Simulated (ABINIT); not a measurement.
# Beyond one shot: Al2O3 (Corundum), part 2 of 2

Aim: iterate the self-energy on Al2O3 (Corundum) and follow the gap from cycle to cycle.

ABINIT 10.8.3; PBE and many-body steps on it, plane waves. Known limits of the many-body steps: not at the basis limit.

So far. Step 4 (G0W0): The gap on the mesh goes from 6.27 eV to 8.43 eV, a correction of +2.16 eV. Step 5 (evGW0, cycle 1): Against G0W0 in ABINIT (4×4×4 mesh, 102 bands, screening to 106.1 eV, Godby-Needs plasmon pole), the gap moves by +0.402 eV. This first cycle still uses the starting levels; it takes the full correction, at all points of the mesh, and its linearised value is 8.425 eV.

**6. evGW0, cycle 2**

Level of this step: evGW0 on PBE, plane waves, norm-conserving pseudopotentials (ABINIT).

The corrected levels of the last cycle go back in.

File run.abi:

```
acell 3*1.0 Angstrom
rprim 
  2.380249999995 1.374237978213 4.331866666707
  -2.380249999995 1.374237978213 4.331866666707
  -0.000000000000 -2.748475956495 4.331866666685
ntypat 2
znucl 13 8
natom 10
typat 1 1 1 1 2 2 2 2 2 2
xred 
  0.352160000000 0.352160000000 0.352160000000
  0.147840000000 0.147840000000 0.147840000000
  0.647840000000 0.647840000000 0.647840000000
  0.852160000000 0.852160000000 0.852160000000
  0.556680000000 0.943320000000 0.250000000000
  0.250000000000 0.556680000000 0.943320000000
  0.943320000000 0.250000000000 0.556680000000
  0.443320000000 0.056680000000 0.750000000000
  0.750000000000 0.443320000000 0.056680000000
  0.056680000000 0.750000000000 0.443320000000
pp_dirpath "pseudos"
pseudos "Al.upf, O.upf"
ecut 36
ngkpt 4 4 4
nshiftk 1
shiftk 0 0 0
kptopt 1
chksymbreak 0
istwfk *1
occopt 1
irdwfk 1
optdriver 4
nband 102
gwcalctyp 10
ecutsigx 36
symsigma 1
nkptgw 13
kptgw 
  0.0000000000 0.0000000000 0.0000000000
  0.2500000000 0.0000000000 0.0000000000
  0.5000000000 0.0000000000 0.0000000000
  0.2500000000 0.2500000000 0.0000000000
  0.5000000000 0.2500000000 0.0000000000
  -0.2500000000 0.2500000000 0.0000000000
  0.5000000000 0.5000000000 0.0000000000
  0.2500000000 0.2500000000 0.2500000000
  0.5000000000 0.2500000000 0.2500000000
  -0.2500000000 0.2500000000 0.2500000000
  0.5000000000 0.5000000000 0.2500000000
  -0.2500000000 0.5000000000 0.2500000000
  0.5000000000 0.5000000000 0.5000000000
bdgw 
  7 34
  7 34
  7 34
  7 34
  7 34
  7 34
  7 34
  7 34
  7 34
  7 34
  7 34
  7 34
  7 34
ecuteps 3.9
irdscr 1
ppmodel 1
irdqps 1
indata_prefix "in"
outdata_prefix "out"
tmpdata_prefix "tmp"
```

Run with:

```console
$ OMP_NUM_THREADS=1 mpirun -n 8 abinit run.abi > log
```

Numbers of over 12 decimals in the logs are rounded to 6 here.

The log of the run:

```text
.Version 10.8.3 of ABINIT. v10.8.2 released Aug 2026.

 Symmetries : space group R-3 c (#167); Bravais hR (rhombohedral)
[... echo of the input left out ...]
== DATASET  1 ==================================================================
-   mpi_nproc: 8, omp_nthreads: 1 (-1 if OMP is not activated)

--- !DatasetInfo
iteration_state: {dtset: 1, }
dimensions: {natom: 10, nkpt: 13, mband: 102, nsppol: 1, nspinor: 1, nspden: 1, mpw: 5940, }
cutoff_energies: {ecut:  36.0, pawecutdg:  -1.0, }
[...]
.  kptgw no:  3; Maximum DeltaE = (  -0.113   0.000) for band index: 25
[...]
.  kptgw no: 12; Maximum DeltaE = (  -0.139   0.000) for band index: 27
.  kptgw no: 13; Maximum DeltaE = (  -0.092  -0.000) for band index: 27

== END DATASET(S) ==============================================================
================================================================================

 -outvars: echo values of variables after computation  --------
           etotal      0.0000000000E+00
            nband         102
             nkpt          13
          spgroup         167
 [... the other variables as echoed above ...]

 Calculation completed.
```

Elapsed: 17 min, on 8 MPI ranks of AMD EPYC 7R43, shared host; peak memory 9.3 GiB; 2.2 h of CPU time.

Numbers from this step:

| Quantity | Value |
| --- | --- |
| quasiparticle gap on the mesh | 8.769 eV |
| gap of the density functional on the mesh | 6.266 eV |
| k of the valence top | 0, 0, 0 |
| k of the conduction bottom | 0, 0, 0 |
| least direct quasiparticle gap on the computed points | 8.769 eV |

Against the cycle before, the gap moves by −0.058 eV.

**7. evGW0, cycle 3**

run.abi is that of step 6.

The log of the run:

```text
.Version 10.8.3 of ABINIT. v10.8.2 released Aug 2026.

 Symmetries : space group R-3 c (#167); Bravais hR (rhombohedral)
[... echo of the input left out ...]
== DATASET  1 ==================================================================
-   mpi_nproc: 8, omp_nthreads: 1 (-1 if OMP is not activated)

--- !DatasetInfo
iteration_state: {dtset: 1, }
dimensions: {natom: 10, nkpt: 13, mband: 102, nsppol: 1, nspinor: 1, nspden: 1, mpw: 5940, }
cutoff_energies: {ecut:  36.0, pawecutdg:  -1.0, }
[...]
.  kptgw no:  3; Maximum DeltaE = (   0.010  -0.000) for band index: 26
[...]
.  kptgw no: 12; Maximum DeltaE = (   0.010   0.000) for band index: 27
.  kptgw no: 13; Maximum DeltaE = (   0.003  -0.000) for band index: 27

== END DATASET(S) ==============================================================
================================================================================

 -outvars: echo values of variables after computation  --------
           etotal      0.0000000000E+00
            nband         102
             nkpt          13
          spgroup         167
 [... the other variables as echoed above ...]

 Calculation completed.
```

Run time: 13 min. Hardware: 8 MPI ranks; peak memory 9.3 GiB.

This step gave:

* quasiparticle gap on the mesh: 8.758 eV
* gap of the density functional on the mesh: 6.266 eV
* k of the valence top: 0, 0, 0
* k of the conduction bottom: 0, 0, 0
* least direct quasiparticle gap on the computed points: 8.758 eV

Against the cycle before, the gap moves by −0.011 eV.

**8. Side by side**

Times are wall times on 8 MPI ranks of AMD EPYC 7R43, shared host, good to a factor of about two. A run's time includes the screening step that it read.

| run | mesh | bands | screening cutoff (eV) | DFT gap (eV) | gap on the mesh (eV) | direct (eV) | ε∞ used | time |
| --- | --- | --- | --- | --- | --- | --- | --- | --- |
| G0W0 | 4×4×4 | 102 | 106.1 | 6.266 | 8.425 | 8.425 | 3.05 | 4.5 min |
| evGW0, cycle 1 | 4×4×4 | 102 | 106.1 | 6.266 | 8.827 | 8.827 | 3.05 | 23 min |
| evGW0, cycle 2 | 4×4×4 | 102 | 106.1 | 6.266 | 8.769 | 8.769 | 3.05 | 21 min |
| evGW0, cycle 3 | 4×4×4 | 102 | 106.1 | 6.266 | 8.758 | 8.758 | 3.05 | 17 min |

**9. What came out**

```
G0W0           : 8.425 eV
evGW0, cycle 1 : 8.827 eV
evGW0, cycle 2 : 8.769 eV
evGW0, cycle 3 : 8.758 eV
known limits   : not at the basis limit
```

Only the bands that the input lists are updated; the others, empty or deep, keep the functional's energies or take a rigid shift. evGW0 ends at 8.76 eV, +0.33 eV from G0W0, after 3 cycles that took 48 min beside the first screening; the last moved the gap by 0.011 eV. The first cycle of evGW0 takes the full correction, without the factor Z, so it overshoots the one-shot value. Against experiment, by evGW0, cycle 3: the gap of 8.76 eV lies +0.06 eV from the measured 8.7 eV (optical, quoted 2018). An exciton line or allowed optical edge lies below the quasiparticle gap by the binding energy; a forbidden edge can push the onset above it. These are gaps on the mesh, at modest bands and cutoff. The calculation has static nuclei and no excitons; a measured gap holds zero-point and thermal motion, which mostly lowers it. Bands and cutoff are finite, so the gap is not at the basis limit. The miss can reach some tenths of an eV and take either sign; the mesh is an error of its own.

[Paths, hosts, dates, memory and timing lines, banners, echoed tables and standing remarks are left out of the program output.]

[Logs are printed without paths, hosts, clocks, repeated set-up lines and the standing remarks that a program may print on its own settings, such as how far it seeks lower states.]

[Runs of the session that timed out or met a known fault of the program may be left out.]

[Hosts, paths, dates, database ids (printed as entryN), source tags and the programs' standing remarks are cut or masked in the printed files.]

[G0W0 gaps are taken among the corrected bands and points alone; a level outside them can change the order at an edge.]

[Where Ansatz stands beside ABINIT at settings called matched, ABINIT's density can come from a denser mesh and the files from another edition; pairs whose starting gaps differed by over 0.03 eV were left out, so agreement reads better than it is.]
